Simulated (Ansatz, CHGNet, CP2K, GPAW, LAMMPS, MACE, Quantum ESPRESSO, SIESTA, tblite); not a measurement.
**GPAW on amorphous SiO1.9 (78 atoms): settings against a plane-wave reference**

Wanted: GPAW inputs and outputs for amorphous SiO1.9 (78 atoms), checked against a plane-wave reference.

Calculated with GPAW 26.7.0; the method is named at each step.

## (1) Starting point

The cell holds 78 atoms: 27 Si and 51 O. Cell: a = 10.502 Å, b = 10.502 Å, c = 10.502 Å, α = 90.0°, β = 90.0°, γ = 90.0°. 78 atoms (27 Si, 51 O) placed at random at 2.26 g/cm³, melted at 5000 K for 10 ps at fixed volume with the Tersoff Si-O potential (Munetoh et al., Comput. Mater. Sci. 39, 334 (2007)). Quenched from 5000 K to 500 K at 20 K/ps and fixed volume, annealed at 2000 K for 50 ps, held 5 ps.

The yardstick, on the same geometry:

- method: Kohn-Sham DFT, PBE, SSSP efficiency 1.3.0 pseudopotentials, plane waves (Quantum ESPRESSO 7.5); sssp-pbe-1.3.0-efficiency, cutoffs 60/480 Ry, Γ point
- r.m.s. force component: 1.368 eV/Å
- longest force: 5.01 eV/Å
- pressure: -1.028 GPa
- time: 3.1 min on 4 MPI ranks of Arm Neoverse V1, shared host
- CPU time: 12 min

## (2) PBE, LCAO dzp, h 0.18 Å

Method: Kohn-Sham DFT, PBE, PAW, atomic orbitals (dzp).

The input, run.py:

```python
import numpy as np
from ase.io import read
from gpaw import GPAW, FermiDirac

atoms = read("structure.xyz")
atoms.calc = GPAW(
    mode="lcao",
    basis="dzp",
    h=0.18,
    xc="PBE",
    kpts={"size": (1, 1, 1), "gamma": True},
    occupations=FermiDirac(0.05),
    maxiter=200,
    symmetry={"point_group": False},
    txt="gpaw.txt",
)
energy = atoms.get_potential_energy(force_consistent=True)
forces = atoms.get_forces()
print(f"energy {energy:.6f} eV")
print("forces (eV/A)")
for i, (a, f) in enumerate(zip(atoms, forces)):
    print(f"{i:4d} {a.symbol:2s} {f[0]:10.5f} {f[1]:10.5f} {f[2]:10.5f}")
print(f"Fermi level {atoms.calc.get_fermi_level():.4f} eV")
for k in range(len(atoms.calc.get_ibz_k_points())):
    for s in range(atoms.calc.get_number_of_spins()):
        e = atoms.calc.get_eigenvalues(kpt=k, spin=s)
        n = np.searchsorted(e, atoms.calc.get_fermi_level())
        print(f"k {k} spin {s} levels about the Fermi level:", np.round(e[max(n - 6, 0):n], 4).tolist(), "|", np.round(e[n:n + 6], 4).tolist())
```

The input, structure.xyz:

```xyz
78
Lattice="10.50180 0.00000 0.00000 0.00000 10.50180 0.00000 0.00000 0.00000 10.50180" Properties=species:S:1:pos:R:3 pbc="T T T"
Si 1.46490 7.10877 3.02116
Si 2.79516 7.75400 0.25446
Si 4.48154 3.50319 9.10433
Si 1.43098 1.28742 3.22374
Si 8.32971 0.05997 10.36748
Si 0.90547 10.46294 0.34771
Si 9.50024 8.35345 6.15679
Si 1.56109 5.09726 5.52941
Si 8.87633 7.58293 3.16640
Si 7.75852 5.81432 0.77934
Si 4.76488 0.63536 8.35292
Si 9.11934 5.52174 5.05693
Si 7.91311 7.92529 8.79095
Si 3.75649 3.23844 4.23244
Si 9.82548 3.61010 2.47118
Si 1.90933 1.96415 8.49144
Si 8.27941 0.93088 5.61237
Si 7.30348 10.27696 2.79768
Si 8.90826 3.15243 9.94037
Si 3.17690 6.16739 8.00048
Si 4.65597 8.57829 6.61697
Si 5.01829 9.83809 0.78165
Si 10.03888 3.30345 6.91838
Si 4.98468 4.59118 1.51478
Si 6.48570 5.98141 6.66182
Si 5.86273 2.80986 6.61844
Si 1.91910 9.30659 5.18285
O 9.11850 7.27260 4.83188
O 4.32433 4.24525 3.01832
O 7.23122 1.86554 6.54714
O 7.54470 9.31972 9.57029
O 4.88323 2.62156 5.27663
O 8.12188 6.90819 10.21678
O 0.57770 8.85207 6.11898
O 1.58640 0.55586 1.80536
O 5.62214 7.34328 6.09724
O 2.09448 8.29212 3.92400
O 8.50289 1.53515 9.68791
O 2.30735 6.99577 1.61507
O 4.20219 4.97838 8.39251
O 0.97121 2.53177 7.33824
O 7.96372 4.35919 0.03760
O 10.48678 7.68942 2.66147
O 8.36174 6.35873 2.22313
O 9.81855 10.01788 0.31789
O 5.16815 9.97104 7.26378
O 6.84875 6.78017 8.07126
O 9.38588 3.62270 8.36846
O 2.63228 6.70897 9.47903
O 3.44491 9.20913 5.68567
O 5.83816 4.48868 6.96553
O 1.31766 0.11762 4.36444
O 0.93897 1.14753 9.69726
O 9.40111 2.10803 5.90096
O 7.69803 5.28094 5.75730
O 0.31075 2.55110 3.25860
[... 18 atom lines left out ...]
O 7.64878 8.76165 3.20168
O 5.79983 10.30752 2.13460
O 1.79780 9.07461 10.33892
O 5.14494 2.23940 8.05719
```

Run with:

```
OMP_NUM_THREADS=1 python run.py > output.txt
```

What it wrote:

```text
energy -536.184686 eV
forces (eV/A)
   0 Si    1.04276    0.60607    0.06868
   1 Si   -3.90524   -0.10989   -2.17059
   2 Si   -0.69337    2.74521    2.00362
   3 Si    0.62943    1.22245    0.80832
   4 Si    1.46851   -0.17384    1.93641
   5 Si    1.50572   -1.37441   -0.60704
   6 Si    1.10181    3.39888    0.64211
   7 Si    3.06683    1.54080   -1.40825
   8 Si    0.22962    1.11271   -3.44601
   9 Si   -1.57989   -1.13202    0.82082
  10 Si   -3.20993   -2.90724    0.28866
  11 Si    0.90384   -1.14191   -1.79439
  12 Si   -1.32850   -4.39275    1.97850
  13 Si   -1.34212   -0.57724   -0.79804
  14 Si   -1.15671   -1.53476   -0.91443
  15 Si   -0.18500   -3.47343    3.05531
  16 Si   -0.23868   -0.32909   -0.37386
  17 Si    0.15410    1.94826    0.05073
  18 Si    1.19739    0.73645    0.93254
  19 Si    0.98514    2.02126    3.20338
  20 Si   -2.11487   -2.41846    1.13804
  21 Si   -1.47631    0.71516    0.23370
  22 Si    0.15189   -3.83853    0.25908
  23 Si   -2.42974    1.34160    0.01670
[...]
70 O     0.73052   -2.46089   -1.44102
  71 O     0.54515    2.03278   -1.25284
  72 O     1.07802   -0.57184    1.03267
  73 O     1.60543    0.45983    0.29643
  74 O     1.76124   -2.30051    0.49486
  75 O    -1.23725   -0.16440    1.80991
  76 O    -0.77422    0.94761    0.88233
  77 O     1.63094    1.18269   -0.68933
Fermi level 5.2128 eV
k 0 spin 0 levels about the Fermi level: [1.2223, 1.3666, 1.4538, 3.874, 4.8378, 5.1768] | [5.2489, 5.5847, 5.6896, 5.8727, 6.0284, 6.2607]
```

gpaw.txt:

```text
Input parameters:
  mode=LCAO(),
  basis={'default': 'dzp'},
  h=0.18,
  kpts=MonkhorstPack(size=(1, 1, 1), gamma=True),
  maxiter=200,
  occupations=Occupations(name='fermi-dirac', width=0.05, fixmagmom=False),
  symmetry=Symmetry(point_group=False),
  xc=XC(name='PBE')
Unit cell  # Å
| periodic |         x |         y |         z |   lengths |    angles |
|----------|-----------|-----------|-----------|-----------|-----------|
|      yes | 10.501800 |  0.000000 |  0.000000 | 10.501800 | 90.000000 |
|      yes |  0.000000 | 10.501800 |  0.000000 | 10.501800 | 90.000000 |
|      yes |  0.000000 |  0.000000 | 10.501800 | 10.501800 | 90.000000 |
Number of symmetries: 1
Symmetry operations  # r_c * U_cc + t_c -> r_c
|   | kind |            matrix            |
|---|------|------------------------------|
| 0 |  E   |  1, 0, 0,  0, 1, 0,  0, 0, 1 |
BZ-sampling:
  Number of BZ points: 1
  Number of IBZ points: 1
  Monkhorst-Pack size: [1, 1, 1]
  Monkhorst-Pack shift: [0, 0, 0]
[... lines left out ...]
  Fermi-Dirac:
[... lines left out ...]
xc functional:
  name: PBE with 2 nearest neighbor stencil
interpolation: tri-quintic # 5. degree polynomial
Initialization done in: 8.709 s
convergence criteria:
- Maximum [total energy] change in last 3 cyles: 0.0005 eV / valence electron
- Maximum integral of absolute [dens]ity change: 0.0001 electrons / valence electron
- Maximum integral of absolute [eigenst]ate change: 4e-08 eV^2 / valence electron
maximum number of iterations: 200
SCF iterations
|iter     |      energy | eigst |  dens |
|---------|-------------|-------|-------|
|iter:   1| -587.598074 |      c|       |
|iter:   2| -573.974236 |      c| -0.77 |
|iter:   3| -542.748047 |      c| -0.83 |
|iter:   4| -549.119891 |      c| -1.30 |
[...]
|iter:   8| -536.305617 |      c| -1.83 |
|iter:   9| -536.148687 |      c| -2.18 |
|iter:  10| -536.144101c|      c| -2.52 |
|iter:  11| -536.134600c|      c| -2.66 |
|iter:  12| -536.121484c|      c| -2.84 |
|iter:  13| -536.121630c|      c| -3.27 |
|iter:  14| -536.120938c|      c| -3.46 |
|iter:  15| -536.121097c|      c| -3.72 |
|iter:  16| -536.120940c|      c| -4.02c|
Converged in 16 steps
SCF loop duration: 153.906 s (9.619 s/step)
Energy contributions relative to reference atoms: (reference = -317014.762114)
Energy contributions:
  Kinetic:         498.124427
  Coulomb:        -427.073956
  Zero:              5.775082
  External:          0.000000
  Xc:             -612.882746
  Entropy:          -0.127493
  Spinorbit:         0.000000
  ----------------------------
  Free energy:    -536.184686
  Extrapolated:   -536.120940
dipole moment: (64.763058, -14.964333, -37.407257)  # |e|*Ang
Fermi level: 5.213
Eigenvalues  # (at kpt = [0.000, 0.000, 0.000])
| band index |      eig [eV] | occ [0-2] |
|------------|---------------|-----------|
|          0 |       -20.600 |     2.000 |
|        ... |               |           |
|        199 |         1.019 |     2.000 |
|        200 |         1.049 |     2.000 |
[...]
|        214 |         6.541 |     0.000 |
|        ... |               |           |
|        252 |         9.938 |     0.000 |
Gap: 0.072 eV
Transition (v -> c):
  (s=0, k=0, n=206, [0.00, 0.00, 0.00]) -> (s=0, k=0, n=207, [0.00, 0.00, 0.00])
No difference between direct/indirect transitions
Force computation time: 21.009  # s
timing:  # [seconds]
  Total:  183.651  # ━━━━━━━━━━━━━━━━━━━━━━━━━━━━━━━━━━━━━━━━━━━━━━━━━━━━━━━━
  Init:     8.708  # ━━╸
  SCF:    153.906  # ━━━━━━━━━━━━━━━━━━━━━━━━━━━━━━━━━━━━━━━━━━━━━━━
  Forces:  21.009  # ━━━━━━╸
```

It took 3.1 min on 1 thread of Arm Neoverse V1, shared host; peak memory 1.5 GiB.

Banners, paths, timers and routine set-up lines are dropped from the logs unmarked, and long logs keep their key lines alone; longer cuts are marked.

Compared with the plane-wave run:

| Quantity | Value |
| --- | --- |
| r.m.s. force component | 1.421 eV/Å |
| r.m.s. difference of force components | 282.5 meV/Å |
| longest difference of force vectors | 718.3 meV/Å |
| force difference over r.m.s. force | 20.64 % |
| slope of forces against the reference's | 1.018 |
| correlation of force components | 0.9802 |

Length of the force difference by element (eV/Å):

| element | atoms | mean | most |
| --- | --- | --- | --- |
| O | 51 | 0.54 | 0.72 |
| Si | 27 | 0.31 | 0.63 |

Local excerpt of 12 atoms (numbers count through the whole input) about O28, which has 3 bonded neighbours where the commonest count for O is 2; x, y, z are measured from there.

| atom | x | y | z | distance (Å) | bonds | Fx | Fy | Fz (eV/Å) |
| --- | --- | --- | --- | --- | --- | --- | --- | --- |
| O28 | 0.00 | 0.00 | 0.00 | 0.00 | 3 | -0.86 | 1.07 | -0.09 |
| Si9 | -0.24 | 0.31 | -1.67 | 1.71 | 4 | 0.23 | 1.11 | -3.45 |
| Si7 | 0.38 | 1.08 | 1.32 | 1.75 | 4 | 1.10 | 3.40 | 0.64 |
| Si12 | 0.00 | -1.75 | 0.23 | 1.77 | 4 | 0.90 | -1.14 | -1.79 |
| O43 | 1.37 | 0.42 | -2.17 | 2.60 | 2 | -2.36 | 0.58 | -0.13 |
| O55 | -1.42 | -1.99 | 0.93 | 2.62 | 2 | -0.39 | 0.10 | -0.05 |
| O75 | -1.47 | 1.49 | -1.63 | 2.65 | 2 | 1.76 | -2.30 | 0.49 |
| O34 | 1.96 | 1.58 | 1.29 | 2.83 | 2 | 1.13 | -0.39 | 0.09 |
| O64 | 0.08 | -2.50 | -1.34 | 2.84 | 2 | 0.40 | 0.03 | 3.17 |
| O44 | -0.76 | -0.91 | -2.61 | 2.87 | 2 | -0.50 | 1.14 | -0.48 |
| O66 | -0.45 | 2.59 | 1.24 | 2.90 | 2 | -0.46 | 0.66 | -0.58 |
| O73 | -0.05 | 0.70 | 2.83 | 2.92 | 2 | 1.08 | -0.57 | 1.03 |

Atoms are counted from 1 here, from 0 in the log.

Forces lie 21 % from the reference's, at 0.25 times its CPU time (on 1 against 4 cores).

## (3) PBE, LCAO szp(dzp), h 0.18 Å

Method: Kohn-Sham DFT, PBE, PAW, atomic orbitals (szp(dzp)).

Edit run.py of step 2 so:

```diff
@@ -7,3 +7,3 @@
     mode="lcao",
-    basis="dzp",
+    basis="szp(dzp)",
     h=0.18,
```

structure.xyz is that of step 2.

What it wrote:

```text
energy -507.066076 eV
forces (eV/A)
   0 Si    1.11533    0.67777    0.14307
   1 Si   -3.99174   -0.20899   -2.39611
   2 Si   -0.53045    2.69660    2.17810
   3 Si    0.74042    1.10810    0.87199
   4 Si    1.41953   -0.09470    2.05566
   5 Si    1.47636   -1.44431   -0.89693
[...]
75 O    -1.08353   -0.19803    1.96868
  76 O    -0.72873    0.89501    1.03762
  77 O     1.70021    1.17406   -0.80671
Fermi level 5.4146 eV
k 0 spin 0 levels about the Fermi level: [1.4268, 1.5764, 1.6938, 4.1267, 5.0274, 5.378] | [5.4515, 5.7451, 5.8375, 6.0012, 6.1265, 6.3833]
```

gpaw.txt:

```text
Input parameters:
  mode=LCAO(),
  basis={'default': 'szp(dzp)'},
  h=0.18,
  kpts=MonkhorstPack(size=(1, 1, 1), gamma=True),
  maxiter=200,
  occupations=Occupations(name='fermi-dirac', width=0.05, fixmagmom=False),
[... lines left out ...]
  Fermi-Dirac:
[... lines left out ...]
convergence criteria:
- Maximum [total energy] change in last 3 cyles: 0.0005 eV / valence electron
[... lines left out ...]
Converged in 16 steps
[... lines left out ...]
  Free energy:    -507.066076
[... lines left out ...]
Fermi level: 5.415
[... lines left out ...]
|        ... |               |           |
|        252 |        10.228 |     0.000 |
Gap: 0.074 eV
Transition (v -> c):
  (s=0, k=0, n=206, [0.00, 0.00, 0.00]) -> (s=0, k=0, n=207, [0.00, 0.00, 0.00])
No difference between direct/indirect transitions
Force computation time: 15.222  # s
timing:  # [seconds]
  Total:  142.072  # ━━━━━━━━━━━━━━━━━━━━━━━━━━━━━━━━━━━━━━━━━━━━━━━━━━━━━━━━
  Init:     8.498  # ━━━╸
  SCF:    118.324  # ━━━━━━━━━━━━━━━━━━━━━━━━━━━━━━━━━━━━━━━━━━━━━━╸
  Forces:  15.222  # ━━━━━━
```

Run time: 2.4 min. Hardware: 1 thread; peak memory 1.4 GiB.

Against the reference:

```yaml
r_m_s_force_component: 1.434 eV/Å
r_m_s_difference_of_force_components: 285.6 meV/Å
longest_difference_of_force_vectors: 990.4 meV/Å
force_difference_over_r_m_s_force: 20.87 %
slope_of_forces_against_the_reference_s: 1.027
correlation_of_force_components: 0.9803
```

This is a coarse setting, run to see what it loses.

Against the first run (21 %), the force difference from the reference is 21 %, at 0.78 times the CPU time, with 702 basis functions against 1014.

## (4) PBE, LCAO sz(dzp), h 0.18 Å

Method: Kohn-Sham DFT, PBE, PAW, atomic orbitals (sz(dzp)).

Edit run.py of step 3 so:

```diff
@@ -7,3 +7,3 @@
     mode="lcao",
-    basis="szp(dzp)",
+    basis="sz(dzp)",
     h=0.18,
```

structure.xyz is that of step 3.

What it wrote:

```text
energy -397.920699 eV
forces (eV/A)
   0 Si    1.86849    0.06065   -0.84139
   1 Si   -3.97562   -1.24867   -2.68453
   2 Si    0.72688    2.80634    2.10905
   3 Si    0.72039    1.03637    1.50198
   4 Si    0.48528   -0.12521    1.23961
   5 Si    1.83441   -1.88375   -0.28991
[...]
75 O    -1.68120   -0.16651    1.75254
  76 O    -0.64563    0.94099    0.55128
  77 O     1.66930    1.24505   -0.62244
Fermi level 6.2300 eV
k 0 spin 0 levels about the Fermi level: [2.6207, 2.675, 2.9741, 4.6295, 5.7409, 6.1936] | [6.2907, 6.3533, 6.4324, 6.5699, 6.7124, 7.0701]
```

gpaw.txt:

```text
Input parameters:
  mode=LCAO(),
  basis={'default': 'sz(dzp)'},
  h=0.18,
  kpts=MonkhorstPack(size=(1, 1, 1), gamma=True),
  maxiter=200,
  occupations=Occupations(name='fermi-dirac', width=0.05, fixmagmom=False),
[... lines left out ...]
  Fermi-Dirac:
[... lines left out ...]
convergence criteria:
- Maximum [total energy] change in last 3 cyles: 0.0005 eV / valence electron
[... lines left out ...]
Converged in 17 steps
[... lines left out ...]
  Free energy:    -397.920699
[... lines left out ...]
Fermi level: 6.230
[... lines left out ...]
|        ... |               |           |
|        252 |        11.933 |     0.000 |
Gap: 0.097 eV
Transition (v -> c):
  (s=0, k=0, n=206, [0.00, 0.00, 0.00]) -> (s=0, k=0, n=207, [0.00, 0.00, 0.00])
No difference between direct/indirect transitions
Force computation time: 4.524  # s
timing:  # [seconds]
  Total:  61.175  # ━━━━━━━━━━━━━━━━━━━━━━━━━━━━━━━━━━━━━━━━━━━━━━━━━━━━━━━━━
  Init:    7.258  # ━━━━━━━
  SCF:    49.367  # ━━━━━━━━━━━━━━━━━━━━━━━━━━━━━━━━━━━━━━━━━━━━━━
  Forces:  4.524  # ━━━━
```

The job ended after 63 s (1 thread; peak memory 1.1 GiB).

Compared with the plane-wave run:

* r.m.s. force component: 1.562 eV/Å
* r.m.s. difference of force components: 657.4 meV/Å
* longest difference of force vectors: 2315 meV/Å
* force difference over r.m.s. force: 48.04 %
* slope of forces against the reference's: 1.036
* correlation of force components: 0.9076

This is a coarse setting, run to see what it loses.

Against the first run (21 %), the force difference from the reference is 48 %, at 0.34 times the CPU time, with 312 basis functions against 1014: the smaller basis costs accuracy.

## (5) Side by side

Differences are against the plane-wave reference, forces as r.m.s. over components; share is that over the reference's r.m.s. force, slope the least-squares factor from reference forces to these. Total energies of different programs have different zeros and aren't compared.

| run | Δ force, r.m.s. (meV/Å) | share (%) | slope | cores | CPU time | memory (GiB) |
| --- | --- | --- | --- | --- | --- | --- |
| reference | - | - | - | 4 | 12 min | 3.8 |
| GPAW PBE, LCAO dzp, h 0.18 Å | 282 | 20.6 | 1.018 | 1 | 3.1 min | 1.5 |
| GPAW PBE, LCAO szp(dzp), h 0.18 Å (coarse) | 286 | 20.9 | 1.027 | 1 | 2.4 min | 1.4 |
| GPAW PBE, LCAO sz(dzp), h 0.18 Å (coarse) | 657 | 48.0 | 1.036 | 1 | 63 s | 1.1 |

Rows marked coarse were listed beforehand as settings not expected to be converged; some can still land near the reference.

CPU time is summed over cores on a shared host, where runs went side by side, so it is rough. Symmetry, cutoffs, thresholds, outputs and thread counts weren't matched or tuned between programs; memory under MPI is the largest rank's times the ranks.

## (6) Summary of results

| Quantity | Value |
| --- | --- |
| nearest in forces | a tie at 21 % of 2 runs: GPAW PBE, LCAO dzp, h 0.18 Å; GPAW PBE, LCAO szp(dzp), h 0.18 Å (coarse) |

In words: The PBE run in local orbitals, coarse settings apart, differs by 21 % (GPAW PBE, LCAO dzp, h 0.18 Å); basis, grid and potentials can all enter. Runs with settings chosen to be coarse differ by 21 % (GPAW PBE, LCAO szp(dzp), h 0.18 Å) to 48 % (GPAW PBE, LCAO sz(dzp), h 0.18 Å), their programs' other errors included. Of the electronic-structure runs that take under half the reference's CPU time, GPAW PBE, LCAO dzp, h 0.18 Å is among the nearest, at 21 % in 3.1 min against 12 min. The quench rate of 20 K/ps is many orders above laboratory rates, so the cell is likely richer in defects and strain than a real sample. The network of bonds at the start is that of the classical potential that made the cell, and needn't be the one that DFT or experiment would give. The reference's stress is far from hydrostatic: its diagonal is 2.9, -3.5, -2.5 GPa, compression counted positive. The electronic-structure runs sample only Γ, in a cell whose shortest periodic width is 11 Å, which is coarse for a cell with partly filled levels.

[Also dropped from logs without a mark: logging warnings of Python, and SIESTA's first energy breakdown and zero terms.]

[Logs are printed without paths, hosts, clocks, repeated set-up lines and the standing remarks that a program may print on its own settings, such as how far it seeks lower states.]

[Hosts, paths, dates, database ids (printed as entryN), source tags and the programs' standing remarks are cut or masked in the printed files.]
